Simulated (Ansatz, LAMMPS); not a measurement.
# Squeezing and shearing Ga2O3 with crystalline order left by the classical run (80 atoms): runs compared

Aim: relax Ga2O3 with crystalline order left by the classical run (80 atoms), then change its volume and shape to read moduli from the stress.

Computed with Ansatz 0.2.0: Kohn-Sham DFT, revPBE, PAW (set soft_1), plane waves.

### Step 1. The cell as built

The cell holds 80 atoms: 32 Ga and 48 O. Cell: a = 9.332 Å, b = 9.332 Å, c = 9.332 Å, α = 90.0°, β = 90.0°, γ = 90.0°. 80 atoms (32 Fe, 48 O) placed at random at 4.44 g/cm³, melted at 5000 K for 10 ps at fixed volume with the Morse and Coulomb pair potential with partial charges (Pedone, Malavasi, Menziani, Cormack and Segre, J. Phys. Chem. B 110, 11780 (2006)). Quenched from 5000 K to 300 K at 20 K/ps and fixed volume, held 10 ps at zero pressure, then minimised at fixed cell. Then Fe was replaced by Ga and the cell scaled by 1.003 (the potential has no terms for the new elements, so the cell is a start for a DFT relaxation).

Limits known from the start: The quench rate of 20 K/ps is orders of magnitude faster than experiment, which tends to freeze in extra defects. The network of bonds at the start is that of the classical potential that made the cell, and needn't be the one that DFT or experiment would give. Sampling is at Γ alone.

### Step 2. The reference run

The reference is a single point at the end of the relaxation.

Every strained cell starts from the geometry of this run, and its atoms are relaxed with the cell held.

Its input, with most atom lines left out:

```yaml
crystal:
  lattice:
    - [9.90794, 0.05476, -0.05823]
    - [0.05476, 9.72073, 0.10888]
    - [-0.05823, 0.10888, 9.1998]
  atoms:
    - { symbol: Ga, position: [0.13358, 0.87426, 0.41788] }
    - { symbol: Ga, position: [0.06415, 0.57032, 0.94349] }
    - { symbol: Ga, position: [0.85502, 0.34093, 0.43475] }
    - { symbol: Ga, position: [0.85918, 0.0557, 0.27303] }
    - { symbol: Ga, position: [0.3338, 0.56151, 0.77085] }
    - { symbol: Ga, position: [0.13015, 0.28283, 0.41596] }
    - { symbol: Ga, position: [0.54426, 0.95802, 0.92378] }
    [... atom lines 8 to 80 left out ...]
kpoints:
  mp_grid: { grid: [1, 1, 1] }
hamiltonian:
  xc: revpbe
  pseudopotentials: { kind: paw, azcp: { folder: soft_1 } }
scf:
  occupations: { method: fixed }
output:
  forces: true
  stress: true
  populations: intrinsic
  dos:
    method: { smearing: { sigma: 0.15 } }
    de: 0.1
    projected: { site_lists: { Ga: [Ga], O: [O] } }
  eigenvalues: true
  write_density: true
  write_potential: true
  volumetric_format: npy
  elf: true
```

* free energy per atom: -1856.2696 eV/atom
* r.m.s. force component: 0.00182 eV/Å
* pressure: 0.002297 GPa

Filled and empty levels are parted by 1.78 eV (at Γ alone); a semilocal functional tends to put such gaps too low. In a disordered cell it changes from sample to sample, and tail or defect levels can set it.

### Step 3. The runs

Each row is one run, on 4 threads of Intel Xeon Platinum 8488C (Sapphire Rapids), shared host. The free energy is the program's total, comparable only between runs with the same functional, potentials and atoms.

| run | atoms | outcome | ionic steps, all passes | free energy (eV) | time | host memory (GiB) |
| --- | --- | --- | --- | --- | --- | --- |
| Single point at the start | 80 | converged | - | -148496.411 | 19 s | 1.3 |
| Cell and atoms relaxed | 80 | converged | 14 | -148501.565 | 1.8 min | 1.3 |
| Single point at the relaxed geometry | 80 | converged | - | -148501.565 | 13 s | 1.4 |
| Volume -3 % | 80 | converged | 5 | -148501.238 | 48 s | 1.4 |
| Volume +3 % | 80 | converged | 5 | -148501.283 | 46 s | 1.4 |
| Volume -6 % | 80 | converged | 6 | -148500.160 | 65 s | 1.3 |
| Volume +6 % | 80 | converged | 6 | -148500.514 | 82 s | 1.5 |
| Volume -10 % | 80 | converged | 5 | -148497.297 | 45 s | 1.3 |
| Stretched by 1 % along x | 80 | converged | 3 | -148501.503 | 30 s | 1.4 |
| Compressed by 1 % along x | 80 | converged | 4 | -148501.503 | 36 s | 1.4 |
| Sheared by 2 % in xy | 80 | converged | 4 | -148501.528 | 34 s | 1.4 |

In some runs the program notes that the SCF threshold is loose for the stress.

### Step 4. Pressure against volume

Atoms are relaxed at each volume, in the scaled cell.

| volume change (%) | volume (Å³/atom) | energy change (meV/atom) | pressure (GPa) | largest move on relaxing (Å) | bonds | gap (eV) |
| --- | --- | --- | --- | --- | --- | --- |
| -10 | 9.966 | 53.35 | 17.31 | 0.30 | 174 | 2.48 |
| -6 | 10.409 | 17.56 | 9.05 | 0.22 | 171 | 2.21 |
| -3 | 10.741 | 4.08 | 4.07 | 0.11 | 167 | 1.98 |
| +0 | 11.073 | 0.00 | 0.00 | - | 165 | 1.78 |
| +3 | 11.406 | 3.52 | -3.35 | 0.10 | 163 | 1.59 |
| +6 | 11.738 | 13.13 | -5.59 | 0.25 | 159 | 1.42 |

### Step 5. Uniaxial strain and shear

Stress (GPa, compression positive) less that of the relaxed cell, atoms relaxed:

| strain | xx | yy | zz | xy | energy change (meV/atom) |
| --- | --- | --- | --- | --- | --- |
| stretched by 1 % along x | -2.331 | -0.713 | -1.008 | 0.024 | 0.77 |
| compressed by 1 % along x | 2.215 | 0.762 | 0.880 | -0.105 | 0.77 |
| sheared by 2 % in xy | 0.179 | -0.115 | -0.122 | -0.724 | 0.46 |

### Step 6. What came out

The bulk modulus, from the slope of pressure against ln V over the three points nearest the relaxed volume, is 124 GPa; a quadratic over all points gives a pressure derivative of about 6.9. The count of bonds runs from 159 to 174 over the series, so at some points contacts cross the cutoffs. The gap goes from 2.48 eV at the smallest volume to 1.42 eV at the largest, -6.5 eV per unit of ln V by a straight line, on the run's k-points. In the Cartesian axes of the cell, finite differences give C11 = 227, C12 = 73.8, C13 = 94.4 and C66 = 36.2 GPa (the shear of 2 % is the engineering strain, εxy = 0.01). The mean of C11, C12 and C13, which equals the bulk modulus in a cubic or isotropic solid, is 132 GPa: it agrees with the bulk modulus within 10 %. For an isotropic solid C66 would equal (C11 − C12)/2 = 76.8 GPa; so small a sample needn't be isotropic, and C66 rests on one shear. The two differ too much for isotropic moduli to be formed.

**Limits.** Strains are finite and relaxations stop at the force tolerance of the input, which can leave moduli too stiff; they are those of a static cell at zero temperature. Volumes are changed with the cell's shape held, so in an anisotropic solid the modulus lies over the one under free hydrostatic load. The program notes that the SCF threshold of the relaxations is loose for the stress.

The DFT runs together took 8.8 min of wall time.

[Logs are printed without paths, hosts, clocks, repeated set-up lines and the standing remarks that a program may print on its own settings, such as how far it seeks lower states.]

[Hosts, paths, dates, database ids (printed as entryN), source tags and the programs' standing remarks are cut or masked in the printed files.]
